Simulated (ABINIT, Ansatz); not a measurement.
# How the form of the self-energy moves the gap of GaAs (F-43m)

Aim: compare treatments of exchange, screening and correlation for the gap of GaAs (F-43m).

Method: PBE and many-body steps on it, plane waves, in ABINIT 10.8.3.

**Experimental background.**

- Gap 1.51 eV: band-edge emission energy from PL (direct gap at Gamma); photoluminescence, 633 nm excitation; 77 K; bulk crystal (MBE GaAs matrix around a thin InAs wetting layer on semi-insulating GaAs (100)) (“Photoluminescence of InAs/GaAs quantum dots under direct two-photon excitation”, 2020, pmc:7331710).

- Gap 1.42 eV: band-edge photoluminescence emission energy of the GaAs substrate; time-integrated photoluminescence; 300 K; bulk crystal ((001) GaAs substrate beneath GaBiAs epilayers) (“Investigation of the anisotropic electron g factor as a probe of the electronic structure of GaBixAs1-x/GaAs epilayers”, 2014, arxiv:1409.8467).

- Gap 1.412 ± 0.01 eV: direct gap E0 at Gamma from ellipsometry; variable-angle spectroscopic ellipsometry, parametric critical-point fit; 300 K; bulk crystal (semi-insulating GaAs(001) reference substrate with native oxide) (“Evidence of valence band perturbations in GaAsN/GaAs(001): A combined variable-angle spectroscopic ellipsometry and modulated photoreflectance investigation”, 2008, arxiv:0805.2212).

- Gap 1.418 ± 0.005 eV: direct gap E0 at Gamma from PR; modulated photoreflectance, low-field lineshape fit; 300 K; bulk crystal (semi-insulating GaAs(001) reference substrate) (“Evidence of valence band perturbations in GaAsN/GaAs(001): A combined variable-angle spectroscopic ellipsometry and modulated photoreflectance investigation”, 2008, arxiv:0805.2212).

Report form: the programs' logs are mostly left out.

**1. The structure**

It takes space group F-43m (No. 216, cubic). Conventional cell: a = 5.654 Å, b = 5.654 Å, c = 5.654 Å, α = 90.00°, β = 90.00°, γ = 90.00°. Nearest to Ga lie 4 As at 2.45 Å. As has 4 Ga at 2.45 Å nearest. Farther neighbours are not listed.

The cell and positions come from the Crystallography Open Database and are kept as given unless a step says otherwise.

**2. Empty states on the mesh, 4×4×4 mesh, 164 bands**

This step: ABINIT 10.8.3; DFT, PBE, plane waves, norm-conserving pseudopotentials.

The sums over transitions need many empty states on a uniform mesh; this step solves for them.

Contents of run.abi:

```
acell 3*1.0 Angstrom
rprim 
  0.000000000000 2.826850000000 2.826850000000
  2.826850000000 0.000000000000 2.826850000000
  2.826850000000 2.826850000000 0.000000000000
ntypat 2
znucl 31 33
natom 2
typat 1 2
xred 
  0.000000000000 0.000000000000 0.000000000000
  0.250000000000 0.250000000000 0.250000000000
pp_dirpath "pseudos"
pseudos "Ga.upf, As.upf"
ecut 45
ngkpt 4 4 4
nshiftk 1
shiftk 0 0 0
kptopt 1
chksymbreak 0
irdden 1
istwfk *1
nband 164
prtvol 0
optdriver 6
gwr_task "HDIAGO"
paral_kgb 0
occopt 1
indata_prefix "in"
outdata_prefix "out"
tmpdata_prefix "tmp"
```

The run is started by

```sh
OMP_NUM_THREADS=1 mpirun -n 4 abinit run.abi > log
```

Elapsed: 1.7 min, on 4 MPI ranks of Arm Neoverse V2, shared host; peak memory 4.4 GiB.

This step gave:

| Quantity | Value |
| --- | --- |
| gap | 0.5078 eV |
| k of the valence top | 0, 0, 0 |
| k of the conduction bottom | 0, 0, 0 |
| least direct gap | 0.5078 eV |
| k points computed | 8 |
| lowest point of the top converged band, above the valence top | 108.1874 eV |

On this mesh the gap is 0.508 eV.

The density comes from a self-consistent run that is not shown.

**3. Screening, 4×4×4 mesh, 77 bands, screening to 141.5 eV**

The RPA dielectric matrix is built and inverted for each q.

This step: RPA screening on PBE, plane waves, norm-conserving pseudopotentials.

Changes to run.abi since step 2:

```diff
@@ -20,10 +20,11 @@
 chksymbreak 0
-irdden 1
 istwfk *1
-nband 164
-prtvol 0
-optdriver 6
-gwr_task "HDIAGO"
-paral_kgb 0
 occopt 1
+irdwfk 1
+optdriver 3
+nband 77
+ecuteps 5.2
+inclvkb 2
+awtr 1
+symchi 1
 indata_prefix "in"
```

The job ended after 24 s (4 MPI ranks; peak memory 1 GiB).

Numbers from this step:

- ε∞ with local fields, on this mesh, along the program's q direction: 140.2
- the same without local fields: 149.5
- plasma frequency: 36.65 eV
- plane waves in the screening matrix: 169

Local fields lower ε∞ by 6 %. The value itself is an artefact of the mesh, where one narrow direct gap carries too much weight.

**4. G0W0, Godby-Needs plasmon pole**

The self-energy is evaluated for the states that the input lists, and the levels follow from it, in one-shot runs by the linearised quasiparticle equation.

This step: G0W0 on PBE, plane waves, norm-conserving pseudopotentials.

Changes to run.abi since step 3:

```diff
@@ -23,8 +23,15 @@
 irdwfk 1
-optdriver 3
+optdriver 4
 nband 77
+gwcalctyp 0
+ecutsigx 45
+symsigma 1
+nkptgw 1
+kptgw 
+  0.0000000000 0.0000000000 0.0000000000
+bdgw 
+  20 26
 ecuteps 5.2
-inclvkb 2
-awtr 1
-symchi 1
+irdscr 1
+ppmodel 1
 indata_prefix "in"
```

The job ended after 4.4 s (4 MPI ranks; peak memory 0.7 GiB).

Numbers from this step:

- G0W0 gap on the points computed: 1.161 eV
- starting gap on the mesh: 0.5078 eV
- k of the valence top: 0, 0, 0
- k of the conduction bottom: 0, 0, 0
- Z at the valence top: 0.798
- Z at the conduction bottom: 0.802
- least direct G0W0 gap on the computed points: 1.161 eV

The gap on the mesh goes from 0.51 eV to 1.16 eV, a correction of +0.65 eV.

**5. G0W0, Engel-Farid plasmon pole**

Changes to run.abi since step 4:

```diff
@@ -35,3 +35,3 @@
 irdscr 1
-ppmodel 1
+ppmodel 4
 indata_prefix "in"
```

Run time: 3.7 s. Hardware: 4 MPI ranks; peak memory 0.82 GiB; 15 s of CPU time.

Numbers from this step:

* G0W0 gap on the points computed: 1.085 eV
* starting gap on the mesh: 0.5078 eV
* k of the valence top: 0, 0, 0
* k of the conduction bottom: 0, 0, 0
* Z at the valence top: 0.804
* Z at the conduction bottom: 0.811
* least direct G0W0 gap on the computed points: 1.085 eV

Against G0W0 in ABINIT (4×4×4 mesh, 77 bands, screening to 141.5 eV, Godby-Needs plasmon pole), the gap moves by −0.076 eV.

**6. G0W0, von der Linden-Horsch plasmon pole**

Changes to run.abi since step 5:

```diff
@@ -35,3 +35,3 @@
 irdscr 1
-ppmodel 4
+ppmodel 3
 indata_prefix "in"
```

The job ended after 3.7 s (4 MPI ranks; peak memory 0.82 GiB).

Numbers from this step:

```
G0W0 gap on the points computed              : 1.224 eV
starting gap on the mesh                     : 0.5078 eV
k of the valence top                         : 0, 0, 0
k of the conduction bottom                   : 0, 0, 0
least direct G0W0 gap on the computed points : 1.224 eV
```

Against G0W0 in ABINIT (4×4×4 mesh, 77 bands, screening to 141.5 eV, Godby-Needs plasmon pole), the gap moves by +0.063 eV.

**7. One-shot Hartree-Fock**

This step: one-shot Hartree-Fock on PBE, plane waves, norm-conserving pseudopotentials.

Changes to run.abi since step 6:

```diff
@@ -24,4 +24,4 @@
 optdriver 4
-nband 77
-gwcalctyp 0
+nband 26
+gwcalctyp 5
 ecutsigx 45
@@ -33,5 +33,4 @@
   20 26
-ecuteps 5.2
-irdscr 1
-ppmodel 3
+ixc_sigma 40
+fftgw 31
 indata_prefix "in"
```

Run time: 3 s. Hardware: 4 MPI ranks; peak memory 0.33 GiB.

Numbers from this step:

| Item | Value |
| --- | --- |
| quasiparticle gap on the points computed | 6.256 eV |
| starting gap on the mesh | 0.5078 eV |
| k of the valence top | 0, 0, 0 |
| k of the conduction bottom | 0, 0, 0 |
| least direct quasiparticle gap on the computed points | 6.256 eV |

Against G0W0 in ABINIT (4×4×4 mesh, 77 bands, screening to 141.5 eV, Godby-Needs plasmon pole), the gap moves by +5.095 eV.

**8. Side by side**

Times are wall times on 4 MPI ranks of Arm Neoverse V2, shared host, good to a factor of about two. A run's time includes the screening step that it read.

| run | mesh | bands | screening cutoff (eV) | DFT gap (eV) | gap on the mesh (eV) | direct (eV) | ε∞ used | time |
| --- | --- | --- | --- | --- | --- | --- | --- | --- |
| G0W0, Godby-Needs plasmon pole | 4×4×4 | 77 | 141.5 | 0.508 | 1.161 | 1.161 | 140.21 | 29 s |
| G0W0, Engel-Farid plasmon pole | 4×4×4 | 77 | 141.5 | 0.508 | 1.085 | 1.085 | 140.21 | 28 s |
| G0W0, von der Linden-Horsch plasmon pole | 4×4×4 | 77 | 141.5 | 0.508 | 1.224 | 1.224 | 140.21 | 28 s |
| one-shot Hartree-Fock | 4×4×4 | - | - | 0.508 | 6.256 | 6.256 | - | 3 s |

**9. What came out**

```json
{"G0W0, Godby-Needs plasmon pole": "1.161 eV", "G0W0, Engel-Farid plasmon pole": "1.085 eV", "G0W0, von der Linden-Horsch plasmon pole": "1.224 eV", "one-shot Hartree-Fock": "6.256 eV", "known limits": "not at the basis limit; screening runs away on this mesh; no spin-orbit coupling; coarse k mesh"}
```

**Reading.** G0W0, Engel-Farid plasmon pole: −0.076 eV against G0W0, Godby-Needs plasmon pole. G0W0, von der Linden-Horsch plasmon pole: +0.063 eV against G0W0, Godby-Needs plasmon pole. One-shot Hartree-Fock: +5.095 eV against G0W0, Godby-Needs plasmon pole. Bare exchange alone opens the gap to 6.26 eV; against G0W0, correlation takes back 5.09 eV. Against experiment, by G0W0, Godby-Needs plasmon pole: the direct gap of 1.16 eV lies −0.35 eV from the measured 1.51 eV (exciton, 77 K, 2020); the direct gap of 1.16 eV lies −0.26 eV from the measured 1.42 eV (exciton, 300 K, 2014); the direct gap of 1.16 eV lies −0.25 eV from the measured 1.412 ± 0.01 eV (direct, 300 K, 2008); the direct gap of 1.16 eV lies −0.26 eV from the measured 1.418 ± 0.005 eV (direct, 300 K, 2008). An exciton line or allowed optical edge lies below the quasiparticle gap by the binding energy; a forbidden edge can push the onset above it. These are gaps on the mesh, at modest bands and cutoff. The calculation has static nuclei and no excitons; a measured gap holds zero-point and thermal motion, which mostly lowers it. Bands and cutoff are finite, so the gap is not at the basis limit. The miss can reach some tenths of an eV and take either sign; the mesh is an error of its own. In the G0W0 runs levels were corrected at 1 k point alone, so a gap called «on the mesh» is the least over those, and an edge elsewhere would be missed. The 4×4×4 mesh is coarse for this cell, which bears on the long-range parts of exchange and screening. For the PBE start: On this mesh the RPA ε∞ passes 90, more than nearly any semiconductor shows; a coarse mesh does this where one point with a narrow direct gap carries much weight. The screening is then too strong, and the G0W0 gap should not be taken as the material's. The many-body steps are scalar-relativistic: spin-orbit coupling is not in them.

[Paths, hosts, dates, memory and timing lines, banners, echoed tables and standing remarks are left out of the program output.]

[Logs are printed without paths, hosts, clocks, repeated set-up lines and the standing remarks that a program may print on its own settings, such as how far it seeks lower states.]

[Runs of the session that timed out or met a known fault of the program may be left out.]

[Hosts, paths, dates, database ids (printed as entryN), source tags and the programs' standing remarks are cut or masked in the printed files.]

[G0W0 gaps are taken among the corrected bands and points alone; a level outside them can change the order at an edge.]

[Where Ansatz stands beside ABINIT at settings called matched, ABINIT's density can come from a denser mesh and the files from another edition; pairs whose starting gaps differed by over 0.03 eV were left out, so agreement reads better than it is.]
